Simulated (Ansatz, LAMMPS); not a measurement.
# What went wrong? glassy 96GeO2-4K2O (mol %) (81 atoms)

Program: Ansatz 0.2.0. The cell: 26 Ge, 2 K and 53 O.

The input, input.yaml:

```yaml
crystal:
  lattice:
    - [11.04127, 0.0, 0.0]
    - [0.0, 11.04127, 0.0]
    - [0.0, 0.0, 11.04127]
  atoms:
    - { symbol: Ge, position: [0.2367, 0.05905, 0.50031] }
    - { symbol: Ge, position: [0.90416, 0.78913, 0.72868] }
    - { symbol: Ge, position: [0.10918, 0.8041, 0.95282] }
    - { symbol: Ge, position: [0.382, 0.8854, 0.89301] }
    - { symbol: Ge, position: [0.21554, 0.55331, 0.38953] }
    - { symbol: Ge, position: [0.89642, 0.31246, 0.76621] }
    - { symbol: Ge, position: [0.70503, 0.96527, 0.00065] }
    - { symbol: Ge, position: [0.68855, 0.55318, 0.72156] }
    - { symbol: Ge, position: [0.40789, 0.1915, 0.94085] }
    - { symbol: Ge, position: [0.06738, 0.31164, 0.51853] }
    - { symbol: Ge, position: [0.12769, 0.26535, 0.96115] }
    - { symbol: Ge, position: [0.8443, 0.42637, 0.1439] }
    - { symbol: Ge, position: [0.49372, 0.17199, 0.62905] }
    - { symbol: Ge, position: [0.44671, 0.39051, 0.40946] }
    - { symbol: Ge, position: [0.54037, 0.73088, 0.0879] }
    - { symbol: Ge, position: [0.62788, 0.07771, 0.27892] }
    - { symbol: Ge, position: [0.1189, 0.53246, 0.09784] }
    - { symbol: Ge, position: [0.4539, 0.74551, 0.63789] }
    [... 57 atom lines left out ...]
    - { symbol: O, position: [0.62266, 0.09104, 0.62561] }
    - { symbol: O, position: [0.1311, 0.43793, 0.45732] }
    - { symbol: O, position: [0.69474, 0.01146, 0.85156] }
    - { symbol: O, position: [0.08042, 0.13187, 0.03333] }
    - { symbol: O, position: [0.99556, 0.30285, 0.88857] }
    - { symbol: O, position: [0.73204, 0.50122, 0.55889] }
kpoints:
  mp_grid: { grid: [1, 1, 1] }
hamiltonian:
  xc: pbe
scf:
  occupations: { method: fixed }
  eigensolver: { kind: { support_functions: { accuracy: medium, radius: 3.27 } } }
  max_iter: 150
output:
  forces: true
  eigenvalues: true
```

Started as:

```sh
> ansatz run input.yaml --threads 8 --pin off --max-ram 15872MiB --backend cpu --events-out ev --progress --plain --runs-dir out
```

What it wrote:

```text
Warning: scf.eigensolver.kind.support_functions: disabling space-group detection — the functions' gradient is summed over unrotated k-points, so no spatial operation reduces the k-mesh or symmetrises the density; time reversal is kept, so that k and −k are solved as one point where they differ and the mesh holds both, and exact exchange and, on two spinor components, a DFT+U term hold to it where the run has them: [...]
Warning: basis.ecutwfc = 464 eV, auto-derived: no grid that the accuracy of the support functions lays serves the files at the lower one that their records recommend; a deck with other species or settings can derive another value
settings of this run that can trade accuracy for cost: scf.eigensolver.kind.support_functions [...]
Engine: ansatz 0.2.0, x86_64-unknown-linux-gnu
Pseudopotentials: kind: paw
Pseudopotential: Ge, paw, valence charge 14, recommended cutoff 420 eV (normal), Ge.paw.azcp
Pseudopotential: K, paw, valence charge 9, recommended cutoff 420 eV (normal), K.paw.azcp
Pseudopotential: O, paw, valence charge 6, recommended cutoff 420 eV (normal), O.paw.azcp
[... 5 lines on functional and potentials left out ...]
Error: SCF: the radius of support functions is under 3.66 Å, the least for these sites at the functions' level (scf.eigensolver.kind.support_functions.accuracy). Use scf.eigensolver.kind: auto, or type scf.eigensolver.kind.support_functions.radius at least as long, [...]
```

Run time: 2.5 s. Hardware: 8 threads of Intel Xeon Platinum 8488C (Sapphire Rapids), shared host; peak memory 0.4 GiB.

Q: Name the fault and the fix.

A radius under the least that the level allows: support_functions.radius = 3.27.

The fix is to use a longer radius.

The run ended with an error.

[Logs are printed without paths, hosts, clocks, repeated set-up lines and the standing remarks that a program may print on its own settings, such as how far it seeks lower states.]

[Hosts, paths, dates, database ids (printed as entryN), source tags and the programs' standing remarks are cut or masked in the printed files.]
